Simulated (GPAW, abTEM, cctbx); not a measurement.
## CdSbSe2F: the scripts behind a bonding study

Short scripts, each with its output. The cell comes from substitution in a known structure type and wasn't matched to any measured phase.

### 1. Build the all-electron density and subtract free atoms

```text
cell
1.0
     3.952996660    0.000000000    0.000000000
     0.000000000    3.952996660    0.000000000
     0.000000000    0.000000000   14.218428490
Sb Cd Se F
2 2 4 2
Direct
0.000000000 0.500000000 0.860169630
0.500000000 0.000000000 0.139830370
0.000000000 0.500000000 0.401906180
0.500000000 0.000000000 0.598093820
0.500000000 0.000000000 0.320921810
0.500000000 0.000000000 0.891356020
0.000000000 0.500000000 0.108643980
0.000000000 0.500000000 0.679078190
0.500000000 0.500000000 0.500000000
0.000000000 0.000000000 0.500000000
```

```python
import numpy as np
from ase.io import read
from ase.units import Bohr
from gpaw import GPAW, PW, FermiDirac
from gpaw.calculator import GPAW as OldGPAW
from gpaw.mpi import serial_comm, world
from scipy.special import erfc
from scipy.spatial import cKDTree

atoms = read("cell.vasp")
atoms.calc = GPAW(mode=PW(550), xc="PBE", kpts={"size": (5, 5, 2), "gamma": True},
                 occupations=FermiDirac(0.05), maxiter=120, symmetry={"tolerance": 1e-5}, txt="scf.txt")
atoms.get_potential_energy()
rho = atoms.calc.get_all_electron_density(gridrefinement=2)
moments = atoms.get_magnetic_moments() if atoms.calc.get_number_of_spins() == 2 else np.zeros(len(atoms))
total = atoms.get_magnetic_moment() if moments.any() else 0.0
if world.rank == 0:
    free = OldGPAW(mode=PW(550), xc="PBE", txt=None, communicator=serial_comm)
    neutral = atoms.copy()
    neutral.set_initial_magnetic_moments(None)
    free.initialize(neutral)
    free.set_positions(neutral)
    drho = rho - free.get_all_electron_density(gridrefinement=2)
    # GPAW starts from confined atoms: exchange their smooth part for that of the datasets' free atoms
    h = np.stack(np.meshgrid(*[np.fft.fftfreq(n, 1 / n) for n in drho.shape], indexing="ij"), -1)
    gabs = np.linalg.norm(h @ atoms.cell.reciprocal(), axis=-1)
    tails = np.fft.fftn(free.get_pseudo_density(gridrefinement=2))
    g, form, v0 = np.linspace(0, gabs.max(), 1500), {}, 0
    for e in set(atoms.symbols):
        idx = atoms.symbols.search(e)
        d = free.setups[idx[0]].data
        r, w = d.rgd.r_g * Bohr, d.rgd.r_g**2 * d.rgd.dr_g
        j0 = np.sinc(2 * g[:, None] * r)
        smooth = sum(f * p**2 for f, p in zip(d.f_j, d.phit_jg)) + np.sqrt(4 * np.pi) * d.nct_g
        full = sum(f * p**2 for f, p in zip(d.f_j, d.phi_jg)) + np.sqrt(4 * np.pi) * d.nc_g
        phase = sum(np.exp(-2j * np.pi * h @ s) for s in atoms.get_scaled_positions()[idx])
        tails -= np.interp(gabs, g, j0 @ (smooth * w)) * phase * drho.size / atoms.get_volume()
        form[e] = j0 @ (full * w)
        v0 += 2 * np.pi / 3 * 14.3996 * (full * w * r**2).sum() * len(idx)  # V A^3
    tails *= 0.5 * erfc((gabs - 1.8) / 0.25)  # the tails differ at long wavelengths alone
    drho += np.fft.ifftn(tails).real  # crystal minus superposed spherical free atoms
    np.save("drho.npy", drho)
    dv = atoms.get_volume() / drho.size
    print("grid", drho.shape, " electrons %.3f" % (rho.sum() * dv), " moved by bonding %.3f e" % (abs(drho).sum() * dv / 2))
    pts = np.indices(drho.shape).reshape(3, -1).T / drho.shape @ atoms.cell
    shifts = (np.indices((3, 3, 3)).reshape(3, -1).T - 1) @ atoms.cell
    images = (atoms.positions[None] + shifts[:, None]).reshape(-1, 3)
    dist, idx = cKDTree(images).query(pts, k=4)
    out = drho.ravel()[dist[:, 0] > 0.5]
    print("deformation density beyond 0.5 A of the nuclei: max %.3f, min %.3f e/A^3" % (out.max(), out.min()))
    tie = dist < dist[:, :1] + 1e-4
    q = -np.bincount((idx % len(atoms))[tie], (drho.ravel()[:, None] / tie.sum(1, keepdims=True) * tie)[tie], len(atoms)) * dv
    print("atom        x       y       z   Voronoi charge  moment")
    for a, s, c, m in zip(atoms, atoms.get_scaled_positions(), q, moments):
        print("%-2s%-3d %7.4f %7.4f %7.4f %10.3f %10.2f" % (a.symbol, a.index + 1, *s, c, m))
    np.savez("free.npz", g=g, **form)
    print("mean inner potential of superposed free atoms %.3f V" % (v0 / atoms.get_volume()))
    print("total magnetic moment %.3f muB" % total)
```

```console
$ OMP_NUM_THREADS=1 mpirun -n 4 gpaw python run.py > gpaw.log
```

```text
grid (48, 48, 160)  electrons 352.000  moved by bonding 2.124 e
deformation density beyond 0.5 A of the nuclei: max 0.163, min -0.094 e/A^3
atom        x       y       z   Voronoi charge  moment
Sb1    0.0000  0.5000  0.8602      0.268       0.00
Sb2    0.5000  0.0000  0.1398      0.268       0.00
Cd3    0.0000  0.5000  0.4019      0.449       0.00
Cd4    0.5000  0.0000  0.5981      0.449       0.00
Se5    0.5000  0.0000  0.3209     -0.263       0.00
Se6    0.5000  0.0000  0.8914     -0.198       0.00
Se7    0.0000  0.5000  0.1086     -0.198       0.00
Se8    0.0000  0.5000  0.6791     -0.263       0.00
F 9    0.5000  0.5000  0.5000     -0.257       0.00
F 10   0.0000  0.0000  0.5000     -0.257       0.00
mean inner potential of superposed free atoms 15.635 V
total magnetic moment 0.000 muB
```

Time: 40 s on 4 cores of Arm Neoverse V1 (shared host), peak memory 1.1 GiB.

### 2. Fourier-transform the difference

```python
from cctbx import adptbx, crystal, miller, xray
from cctbx.eltbx import tiny_pse
import numpy as np

cs = crystal.symmetry(unit_cell=(3.953, 3.953, 14.2184, 90, 90, 90), space_group_symbol='Hall: P 4ab 2ab -1ab')  # P4/nmm
atoms = [  # label, site, U (iso, or U11 U22 U33 U12 U13 U23 in A^2), occupancy
    ("Sb1", (0, 0.5, 0.86017), 0.0000, 1),
    ("Cd1", (0, 0.5, 0.40191), 0.0000, 1),
    ("Se1", (0.5, 0, 0.32092), 0.0000, 1),
    ("Se2", (0.5, 0, 0.89136), 0.0000, 1),
    ("F1", (0.5, 0.5, 0.5), 0.0000, 1),
]
xs = xray.structure(crystal_symmetry=cs)
for label, site, u, occ in atoms:
    u = adptbx.u_cif_as_u_star(cs.unit_cell(), u) if isinstance(u, tuple) else u
    xs.add_scatterer(xray.scatterer(label, site=site, u=u, occupancy=occ))
xs.scattering_type_registry(table="wk1995")
drho = np.load("drho.npy")
T = np.array([[1, 0, 0], [0, 1, 0], [0, 0, 1]])  # conventional axes in terms of the primitive ones
dF = np.fft.ifftn(drho) * 222.17976  # electrons a conventional cell, indexed by primitive hkl
ms = miller.build_set(cs, anomalous_flag=False, d_min=0.9).sort("resolution")
iam = ms.structure_factors_from_scatterers(xs, algorithm="direct").f_calc()
p1 = xs.expand_to_p1()
z = np.array([tiny_pse.table(sc.scattering_type).atomic_number() for sc in p1.scatterers()])
x = np.array(p1.sites_frac())
free = np.load("free.npz")
print("static structure factors of the conventional cell: F in electrons, V (Mott-Bethe) in volts")
print("   h  k  l      d  |F| table  |F| free   |F| DFT   change   |V| free  |V| DFT  change %")
for h, d, table in list(zip(ms.indices(), ms.d_spacings().data(), iam.data()))[:16]:
    df = dF[tuple(np.rint(np.linalg.solve(T, h)).astype(int))]
    phase = np.exp(2j * np.pi * x @ h)
    f = sum(np.interp(1 / d, free["g"], free[sc.scattering_type]) * p for sc, p in zip(p1.scatterers(), phase))
    fz = (z * phase).sum()
    c = 14.3996 * d * d / (np.pi * cs.unit_cell().volume())
    v0, v1 = abs(fz - f) * c, abs(fz - f - df) * c
    print("%4d%3d%3d %7.4f %9.3f %9.3f %9.3f %8.3f %9.3f %8.3f %8s" % (h + (d, abs(table), abs(f), abs(f + df), abs(f + df) - abs(f), v0, v1, "%.1f" % (100 * (v1 / v0 - 1)) if v0 > 0.02 else "-")))
```

```console
$ python run.py
```

```text
static structure factors of the conventional cell: F in electrons, V (Mott-Bethe) in volts
   h  k  l      d  |F| table  |F| free   |F| DFT   change   |V| free  |V| DFT  change %
   0  0  1 14.2184     7.795     7.808     7.829    0.021     0.113    0.201     78.3
   0  0  2  7.1092     2.142     2.140     2.186    0.046     0.047    0.095    101.7
   0  0  3  4.7395    42.021    41.966    41.996    0.030     1.841    1.827     -0.7
   1  0  1  3.8085    36.256    36.261    36.391    0.131     1.567    1.527     -2.5
   0  0  4  3.5546   200.726   200.885   200.380   -0.505     7.193    7.325      1.8
   1  0  2  3.4548    63.590    63.601    62.868   -0.733     1.905    2.085      9.5
   1  0  3  3.0357   100.988   100.989   101.030    0.042     3.436    3.428     -0.2
   0  0  5  2.8437    58.569    58.610    59.565    0.955     2.493    2.334     -6.4
   1  1  0  2.7952   262.165   262.318   261.934   -0.384     8.653    8.715      0.7
   1  1  1  2.7427    21.532    21.523    22.279    0.756     1.039    0.922    -11.3
   1  0  4  2.6431    50.933    50.902    51.053    0.151     1.636    1.614     -1.3
   1  1  2  2.6013    26.053    26.009    26.515    0.507     1.102    1.032     -6.4
   1  1  3  2.4077     9.217     9.333     8.948   -0.385     0.073    0.119     63.5
   0  0  6  2.3697     7.429     7.445     7.970    0.525     0.520    0.459    -11.7
   1  0  5  2.3084    98.478    98.495    98.443   -0.052     3.013    3.019      0.2
   1  1  4  2.1972   202.177   202.032   202.324    0.291     6.220    6.191     -0.5
```

Time: 0.35 s on 1 core of Arm Neoverse V1 (shared host), peak memory 0.09 GiB.

### 3. Propagate a plane wave with and without the bonding term

```python
import abtem
import numpy as np
from ase.build import make_supercell
from ase.io import read

abtem.config.set({"dask.lazy": False, "fft": "fftw", "diagnostics.progress_bar": False})
M = [[0, 1, 0], [0, 0, 1], [1, 0, 0]]  # rows: x, y and beam direction in the primitive cell's axes
unit = make_supercell(read("cell.vasp"), M)
unit.set_cell(list(unit.cell.lengths()) + [90, 90, 90], scale_atoms=True)
unit.positions[:, 2] += 0.4941  # keeps atomic planes off the slice boundaries
unit.wrap()
slab = unit * (2, 2, 156)
print(slab.get_chemical_formula(), "| box %.2f x %.2f x %.2f A" % tuple(slab.cell.lengths()))

# change of the potential by bonding, from the DFT deformation density (Poisson's equation term by term)
drho = np.load("drho.npy")
prim = read("cell.vasp")
h = np.stack(np.meshgrid(*[np.fft.fftfreq(n, 1 / n) for n in drho.shape], indexing="ij"), -1).reshape(-1, 3).astype(int)
g2 = ((h @ prim.cell.reciprocal()) ** 2).sum(1)
keep = (g2 > 0) & (g2 < 2.5**2)
shape = (113, 407, 24)
vg = np.zeros(shape, complex)
hm = h[keep] @ np.array(M).T
move = np.exp(-2j * np.pi * hm[:, 2] * (0.4941 / unit.cell[2, 2] - 0.5 / shape[2]))  # the same shift, sampled at mid-points
vg[tuple(hm.T % np.array(shape)[:, None])] = -14.3996 / np.pi * (np.fft.fftn(drho).ravel() / drho.size)[keep] / g2[keep] * move
dV = np.fft.ifftn(vg).real * vg.size
dV = dV.reshape(113, 407, 4, 6).mean(3) * unit.cell[2, 2] / 4  # V A, projected in each slice
dV = np.tile(dV.transpose(2, 0, 1), (156, 2, 2))


def build(atoms):
    p = abtem.Potential(atoms, gpts=(226, 814), slice_thickness=[slab.cell[2, 2] / 624] * 624,
                        parametrization="lobato", projection="infinite", exit_planes=52).build()
    p.array[:] += BONDING * dV
    return p


sigmas = {'Sb': 0.061, 'Cd': 0.061, 'Se': 0.065, 'F': 0.08}  # r.m.s. displacement along each axis, A
u = np.array([sigmas[s] for s in slab.symbols])[:, None]
rng = np.random.default_rng(897)


def potentials():
    for _ in range(3):  # frozen phonons, one configuration at a time
        atoms = slab.copy()
        atoms.positions += u * rng.standard_normal((len(atoms), 3))
        atoms.wrap()
        yield build(atoms)


for label, BONDING in (("IAM", 0.0), ("DFT", 1.0)):
    print("=====", label)
    rng = np.random.default_rng(897)  # the same displacements for both
    potential = build(slab)
    print("grid", potential.gpts, "slices", potential.num_slices)
    thickness = potential.exit_thicknesses
    wave = abtem.PlaneWave(energy=300000)
    dp = np.mean([wave.multislice(p).diffraction_patterns(max_angle="valid").array for p in potentials()], axis=0)
    hkl = [(0, 0, 0), (0, 0, 1), (0, 0, 2), (0, 0, 3), (0, 1, 0), (0, 1, 1), (0, 1, 2)]
    nx, ny = dp.shape[-2:]
    print("intensity of each beam, fraction of the incident wave")
    print("  t (A)" + "".join("%9s" % " ".join(map(str, h)) for h in hkl) + "  diffuse    total")
    grid = np.zeros((nx, ny), bool)
    grid[nx // 2 % 2::2, ny // 2 % 2::2] = True
    for t, a in list(zip(thickness, dp))[1:]:
        idx = [np.rint(np.array(M) @ np.linalg.solve([[1, 0, 0], [0, 1, 0], [0, 0, 1]], h)).astype(int) for h in hkl]
        print("%7.1f" % t + "".join("%9.5f" % a[nx // 2 + i[0] * 2, ny // 2 + i[1] * 2] for i in idx) + "%9.4f%9.4f" % (a[~grid].sum(), a.sum()))
```

```console
$ python run.py
```

```text
Cd1248F1248Sb1248Se2496 | box 7.91 x 28.44 x 616.67 A
===== IAM
grid (226, 814) slices 624
intensity of each beam, fraction of the incident wave
  t (A)    0 0 0    0 0 1    0 0 2    0 0 3    0 1 0    0 1 1    0 1 2  diffuse    total
   51.4  0.68124  0.00006  0.00013  0.00085  0.00001  0.00050  0.00101   0.0416   0.9967
  102.8  0.67719  0.00143  0.00255  0.01057  0.00002  0.00078  0.00799   0.0737   0.9941
  154.2  0.62575  0.00154  0.00373  0.01923  0.00002  0.00284  0.00221   0.0936   0.9920
  205.6  0.42584  0.00478  0.00802  0.03301  0.00008  0.00301  0.00915   0.1199   0.9895
  256.9  0.38056  0.00682  0.01414  0.05409  0.00004  0.00371  0.01266   0.1403   0.9873
  308.3  0.26262  0.00579  0.01674  0.06295  0.00004  0.00525  0.01211   0.1614   0.9851
  359.7  0.17403  0.00746  0.01955  0.07443  0.00006  0.00435  0.01962   0.1865   0.9824
  411.1  0.13179  0.00503  0.01973  0.07669  0.00001  0.00459  0.01616   0.2082   0.9797
  462.5  0.07099  0.00370  0.01741  0.07197  0.00002  0.00493  0.01849   0.2377   0.9767
  513.9  0.04122  0.00555  0.01551  0.06734  0.00002  0.00445  0.01620   0.2628   0.9736
  565.3  0.02327  0.01012  0.01150  0.05658  0.00001  0.00513  0.01277   0.2895   0.9705
  616.7  0.01168  0.01665  0.00833  0.04972  0.00004  0.00543  0.01153   0.3128   0.9674
===== DFT
grid (226, 814) slices 624
intensity of each beam, fraction of the incident wave
  t (A)    0 0 0    0 0 1    0 0 2    0 0 3    0 1 0    0 1 1    0 1 2  diffuse    total
   51.4  0.68301  0.00004  0.00011  0.00075  0.00001  0.00048  0.00090   0.0416   0.9967
  102.8  0.67298  0.00112  0.00224  0.01009  0.00002  0.00074  0.00941   0.0737   0.9941
  154.2  0.62821  0.00097  0.00320  0.01894  0.00002  0.00258  0.00351   0.0940   0.9920
  205.6  0.42683  0.00367  0.00681  0.03192  0.00008  0.00296  0.01160   0.1205   0.9894
  256.9  0.37879  0.00533  0.01243  0.05351  0.00004  0.00331  0.01636   0.1418   0.9871
  308.3  0.26573  0.00419  0.01461  0.06287  0.00003  0.00500  0.01548   0.1637   0.9847
  359.7  0.17181  0.00550  0.01721  0.07470  0.00006  0.00418  0.02368   0.1895   0.9819
  411.1  0.13009  0.00301  0.01785  0.07916  0.00001  0.00425  0.01981   0.2122   0.9791
  462.5  0.07113  0.00118  0.01579  0.07557  0.00002  0.00505  0.02117   0.2415   0.9761
  513.9  0.04153  0.00096  0.01480  0.07371  0.00002  0.00450  0.01846   0.2666   0.9729
  565.3  0.03100  0.00210  0.01184  0.06485  0.00002  0.00536  0.01376   0.2930   0.9698
  616.7  0.02716  0.00465  0.00926  0.05852  0.00005  0.00606  0.01172   0.3156   0.9667
```

Time: 6 min.

### 4. Rock the beam across one reflection

```python
import abtem
import numpy as np
from ase.build import make_supercell
from ase.io import read

abtem.config.set({"dask.lazy": False, "fft": "fftw", "diagnostics.progress_bar": False})
M = [[0, 1, 0], [0, 0, 1], [1, 0, 0]]  # rows: x, y and beam direction in the primitive cell's axes
unit = make_supercell(read("cell.vasp"), M)
unit.set_cell(list(unit.cell.lengths()) + [90, 90, 90], scale_atoms=True)
unit.positions[:, 2] += 0.9882  # keeps atomic planes off the slice boundaries
unit.wrap()
slab = unit * (1, 1, 176)
print(slab.get_chemical_formula(), "| box %.2f x %.2f x %.2f A" % tuple(slab.cell.lengths()))

# change of the potential by bonding, from the DFT deformation density (Poisson's equation term by term)
drho = np.load("drho.npy")
prim = read("cell.vasp")
h = np.stack(np.meshgrid(*[np.fft.fftfreq(n, 1 / n) for n in drho.shape], indexing="ij"), -1).reshape(-1, 3).astype(int)
g2 = ((h @ prim.cell.reciprocal()) ** 2).sum(1)
keep = (g2 > 0) & (g2 < 2.5**2)
shape = (88, 316, 24)
vg = np.zeros(shape, complex)
hm = h[keep] @ np.array(M).T
move = np.exp(-2j * np.pi * hm[:, 2] * (0.9882 / unit.cell[2, 2] - 0.5 / shape[2]))  # the same shift, sampled at mid-points
vg[tuple(hm.T % np.array(shape)[:, None])] = -14.3996 / np.pi * (np.fft.fftn(drho).ravel() / drho.size)[keep] / g2[keep] * move
dV = np.fft.ifftn(vg).real * vg.size
dV = dV.reshape(88, 316, 2, 12).mean(3) * unit.cell[2, 2] / 2  # V A, projected in each slice
dV = np.tile(dV.transpose(2, 0, 1), (176, 1, 1))


def build(atoms):
    p = abtem.Potential(atoms, gpts=(88, 316), slice_thickness=[slab.cell[2, 2] / 352] * 352,
                        parametrization="lobato", projection="infinite", exit_planes=88).build()
    p.array[:] += BONDING * dV
    return p


def potentials():
    yield build(slab)  # atoms at rest


for label, BONDING in (("IAM", 0.0), ("DFT", 1.0)):
    print("=====", label)
    potential = build(slab)
    print("grid", potential.gpts, "slices", potential.num_slices)
    thickness = potential.exit_thicknesses
    h = np.array(M) @ np.linalg.solve(np.array([[1, 0, 0], [0, 1, 0], [0, 0, 1]]), [0, 0, 3])
    ix, iy = round(h[0]) * 1, round(h[1]) * 1
    gxy = h[:2] / unit.cell.lengths()[:2]
    along = gxy / np.hypot(*gxy)
    across = np.array([-along[1], along[0]])
    bragg = 500 * abtem.PlaneWave(energy=300000).wavelength * np.hypot(*gxy)
    print("Bragg angle %.3f mrad; beam tilted 55 mrad off the zone axis across the row" % bragg)
    print("dark-field intensity of 0 0 3 against tilt along the row, in Bragg angles")
    print("  t (A)" + "".join("%8.2f" % s for s in [0.2, 0.4, 0.6, 0.8, 1.0, 1.2, 1.4, 1.6, 1.8, 2.0, 2.2, 2.4, 2.6]))
    rows = []
    row = [(n * ix, n * iy) for n in range(-8, 9)]
    for s in [0.2, 0.4, 0.6, 0.8, 1.0, 1.2, 1.4, 1.6, 1.8, 2.0, 2.2, 2.4, 2.6]:
        tilt = -s * bragg * along + 55 * across
        dp = abtem.PlaneWave(energy=300000, tilt=tuple(tilt)).multislice(potential).diffraction_patterns(max_angle="valid").array
        rows.append(dp[:, dp.shape[1] // 2 + ix, dp.shape[2] // 2 + iy])
        if s == 1.0:
            cx, cy = dp.shape[1] // 2, dp.shape[2] // 2
            share = sum(dp[:, cx + i, cy + j] for i, j in row if abs(i) < cx and abs(j) < cy) / dp.sum(axis=(1, 2))
            total = dp.sum(axis=(1, 2))
    for t, a in list(zip(thickness, np.array(rows).T))[1:]:
        print("%7.1f" % t + "".join("%8.4f" % v for v in a))
    print("at the Bragg tilt, share in the row:", share[1:].round(3).tolist(), "total:", total[1:].round(3).tolist())
```

```console
$ python run.py
```

```text
Cd352F352Sb352Se704 | box 3.95 x 14.22 x 695.73 A
===== IAM
grid (88, 316) slices 352
Bragg angle 2.077 mrad; beam tilted 55 mrad off the zone axis across the row
dark-field intensity of 0 0 3 against tilt along the row, in Bragg angles
  t (A)    0.20    0.40    0.60    0.80    1.00    1.20    1.40    1.60    1.80    2.00    2.20    2.40    2.60
  173.9  0.0181  0.0189  0.0194  0.0197  0.0196  0.0194  0.0188  0.0180  0.0170  0.0159  0.0147  0.0134  0.0122
  347.9  0.0335  0.0424  0.0536  0.0620  0.0641  0.0614  0.0528  0.0421  0.0342  0.0323  0.0334  0.0346  0.0337
  521.8  0.0107  0.0088  0.0143  0.0329  0.0451  0.0330  0.0145  0.0092  0.0116  0.0130  0.0155  0.0213  0.0326
  695.7  0.0030  0.0004  0.0089  0.0390  0.0710  0.0394  0.0088  0.0006  0.0038  0.0018  0.0070  0.0262  0.0452
at the Bragg tilt, share in the row: [0.16699999570846558, 0.12300000339746475, 0.15600000321865082, 0.17000000178813934] total: [0.9950000047683716, 0.9890000224113464, 0.9829999804496765, 0.9779999852180481]
===== DFT
grid (88, 316) slices 352
Bragg angle 2.077 mrad; beam tilted 55 mrad off the zone axis across the row
dark-field intensity of 0 0 3 against tilt along the row, in Bragg angles
  t (A)    0.20    0.40    0.60    0.80    1.00    1.20    1.40    1.60    1.80    2.00    2.20    2.40    2.60
  173.9  0.0193  0.0201  0.0207  0.0209  0.0209  0.0206  0.0200  0.0192  0.0182  0.0170  0.0157  0.0143  0.0129
  347.9  0.0364  0.0466  0.0588  0.0677  0.0700  0.0671  0.0579  0.0461  0.0368  0.0338  0.0342  0.0349  0.0339
  521.8  0.0069  0.0058  0.0101  0.0259  0.0369  0.0260  0.0103  0.0060  0.0074  0.0081  0.0101  0.0161  0.0283
  695.7  0.0005  0.0002  0.0072  0.0369  0.0689  0.0372  0.0070  0.0001  0.0008  0.0000  0.0138  0.0355  0.0488
at the Bragg tilt, share in the row: [0.16200000047683716, 0.13500000536441803, 0.1379999965429306, 0.17599999904632568] total: [0.9950000047683716, 0.9890000224113464, 0.9819999933242798, 0.9769999980926514]
```

Time: 54 s.

[Outputs are excerpts: Python notices, other lines and further rows are left out; steps that failed or that the build refused (PBEsol, TPSS) are not shown.]

[Logs are printed without paths, hosts, clocks, repeated set-up lines and the standing remarks that a program may print on its own settings, such as how far it seeks lower states.]
